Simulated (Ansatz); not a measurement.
# Se on Mg(0001): change of the work function, part 4 of 4

How does Se on the fcc site change the work function of Mg(0001) as the layer fills?

Ansatz 0.2.0; plane-wave DFT, PBE, Ansatz PAW.

So far, work function, upper face (eV): step 2 (the clean slab) 3.79; step 3 (37 atoms, coverage 0.111 ML, cell 3x3) 4.24; step 4 (17 atoms, coverage 0.25 ML, cell 2x2) 4.78; step 5 (18 atoms, coverage 0.5 ML, cell 2x2) 5.06.

## (6) The covered slab, k-mesh 12×12×1, coverage 1 ML

System of this step: Se/Mg(0001). The cell holds 5 atoms: 4 Mg and 1 Se. Cell: a = 3.210 Å, b = 3.210 Å, c = 27.796 Å, α = 90.0°, β = 90.0°, γ = 60.0°. Vacuum lies along c.

Another coverage, to see how the dipoles act on each other as their distance changes.

Input file input.yaml:

```yaml
crystal:
  lattice:
    - [3.21, 0.0, 0.0]
    - [1.605, 2.7799415461, 0.0]
    - [0.0, 0.0, 27.7956185763]
  atoms:
    - { symbol: Mg, position: [0.6666666667, 0.6666666667, 0.3237920385] }
    - { symbol: Mg, position: [0.0, 0.0, 0.41756653] }
    - { symbol: Mg, position: [0.6666666667, 0.6666666667, 0.511524413] }
    - { symbol: Mg, position: [0.0, 0.0, 0.6061475747] }
    - { symbol: Se, position: [0.3333333333, 0.3333333333, 0.6762079615] }
kpoints:
  mp_grid: { grid: [12, 12, 1] }
hamiltonian:
  xc: pbe
scf:
  occupations: { method: fermi_dirac, width: 0.1 }
  convergence: { dr2_threshold: 1.0e-08 }
efield:
  axis: 3
  dipole_correction: true
  ramp_position: 0.97
  ramp_width: 0.06
relax:
  f_tol: 0.02
  max_steps: 60
  constraints: [{ sites: [0, 1] }]
output:
  write_potential: true
  write_density: true
  volumetric_format: npy
```

Started as:

```
$ ansatz run input.yaml --threads 4 --pin off --max-ram 16384MiB --backend cpu --events-out ev --progress --plain --runs-dir out
```

Output:

```text
[...]
Crystal: 5 atoms, lattice volume = 248.037 Å³
Basis set: ecut = 420 eV, 4941 PW (Γ), exchange–correlation on 48×48×384 points (8 copies of the dense FFT grid, shifted against one another)
Bands: 34, of which v1, the nominal top of the filled ones, is band 28 counted from 1 (27 counted from 0)
Symmetry: 6 space group operations
[...]
F+E_penalty+E_count = -13164.39760466 eV   max|allowed force component| = 8.856e-3 eV/Å
  atoms:
    - { symbol: Mg, position: [0.666667, 0.666667, 0.323792] }
    - { symbol: Mg, position: [-1.850372e-17, -1.850372e-17, 0.41756653] }
    - { symbol: Mg, position: [0.666667, 0.666667, 0.510751] }
    - { symbol: Mg, position: [-2.085674e-17, -1.850372e-17, 0.604028] }
    - { symbol: Se, position: [0.333333, 0.333333, 0.671673] }
[key lines of the parts left out:]
SCF converged after 6 iterations
Free energy (F): -13164.397605 eV
Fermi energy:    0.486413 eV
Dipole field:    D = -0.052540 V/Å  (p = -0.072019 e·Å, saw-weighted, corrected)
Work function:   Φ+ = 5.2052 eV   Φ− = 3.7449 eV
```

Elapsed: 8.8 s, on 4 threads of Arm Neoverse V1, shared host; peak memory 0.57 GiB; 34 s of CPU time.

Relaxation path:

```
step  energy less that of the first step (eV)  largest force component (eV/Å)
   1                                   0.0000                          0.2537
   2                                  -0.0105                          0.0540
   3                                  -0.0109                          0.0089
```

The run keeps the 6 symmetry operations that the program found, so distortions that break them were not tested.

The atoms that moved most (Å):

```
atom     dx     dy      dz  length
 Se5  0.000  0.000  -0.126   0.126
 Mg4  0.000  0.000  -0.059   0.059
 Mg3  0.000  0.000  -0.022   0.022
```

The relaxed structure:

```
Mg Se
1.0
     3.21000    0.00000    0.00000
     1.60500    2.77994    0.00000
     0.00000    0.00000   27.79562
Mg Se
4 1
Direct
  0.66667 0.66667 0.32379
  0.00000 0.00000 0.41757
  0.66667 0.66667 0.51075
  0.00000 0.00000 0.60403
  0.33333 0.33333 0.67167
```

Running mean over 2.60652 Å of the planar mean; the ramp of the sawtooth is left out. The electron's electrostatic potential energy less the Fermi level by z:

```
z (Å)  electron's electrostatic potential energy less the Fermi level (eV)
    4                                                                 3.74
    5                                                                 3.73
    6                                                                 3.60
    7                                                                 2.58
    8                                                                -2.07
    9                                                                -3.97
   10                                                                -3.99
   11                                                                -3.99
   12                                                                -4.01
   13                                                                -4.10
   14                                                                -4.00
   15                                                                -4.05
   16                                                                -4.11
   17                                                                -5.17
   18                                                                -5.15
   19                                                                -1.59
   20                                                                 1.94
   21                                                                 4.88
   22                                                                 5.19
   23                                                                 5.20
   24                                                                 5.20
```

The relaxation took 3 steps and lowered the energy by 0.011 eV; the largest force on the free atoms ends at 0.0089 eV/Å.

The covered face has 5.21 eV, +1.42 eV against the clean one; the bare back face has moved by -0.05 eV, a measure of how thin the slab is.

## (7) Work function against coverage

This step: plane-wave DFT, PBE, Ansatz PAW; work function against coverage (Ansatz 0.2.0).

The runs are now put side by side.

This step gave:

```
work function of the clean face     : 3.787 eV
largest change of the work function : 1.418 eV
```

Work function of the covered face against coverage:

```
coverage (adsorbates/nm²)  work function of the covered face (eV)
                     0.00                                    3.79
                     1.25                                    4.24
                     2.80                                    4.78
                     5.60                                    5.06
                    11.21                                    5.21
```

The dipole per adsorbate comes from the change of the cell's dipole. Coverage, by row:

```
coverage (1/nm²)  coverage (ML)  work function (eV)  change (eV)  dipole per adsorbate, positive end outwards (debye)  mean height of the added atoms over the highest substrate atom (Å)
           1.245         0.1111                4.24       0.4531                                               -1.047                                                               1.709
           2.802           0.25               4.783        0.996                                               -0.987                                                               1.732
           5.603            0.5               5.058        1.271                                               -0.628                                                               1.748
           11.21              1               5.205        1.418                                               -0.347                                                                1.88
```

## (8) Summary of results

```json
{
  "work function of the clean face": "3.79 eV",
  "work function at 0.11 ML": "4.24 eV",
  "work function at 0.25 ML": "4.78 eV",
  "work function at 0.5 ML": "5.06 eV",
  "work function at 1 ML": "5.21 eV",
  "dipole per adsorbate at 0.11 ML, positive end outwards": "-1.05 D"
}
```

Se raises the work function of Mg(0001) at the lowest coverage, by 0.45 eV: the adsorbate layer has its negative end outwards. The dipole per adsorbate falls from 1.05 to 0.35 D as the layer fills. Neighbouring dipoles depolarise each other, and heights and bonding change with coverage too. The slab has 4 layers, at the tabulated experimental lattice constant, one starting site was run, and quantum-size effects of a slab this thin can reach one or two tenths of an eV.

[Long decimals in the printed logs are rounded to 6 places.]

[Logs are printed without paths, hosts, clocks, repeated set-up lines and the standing remarks that a program may print on its own settings, such as how far it seeks lower states.]

[Hosts, paths, dates, database ids (printed as entryN), source tags and the programs' standing remarks are cut or masked in the printed files.]

[Maps of the electrostatic potential energy from Ansatz leave out the sawtooth potential of an applied field or a dipole correction, so their vacuum need not be flat; planar profiles and work functions include it.]
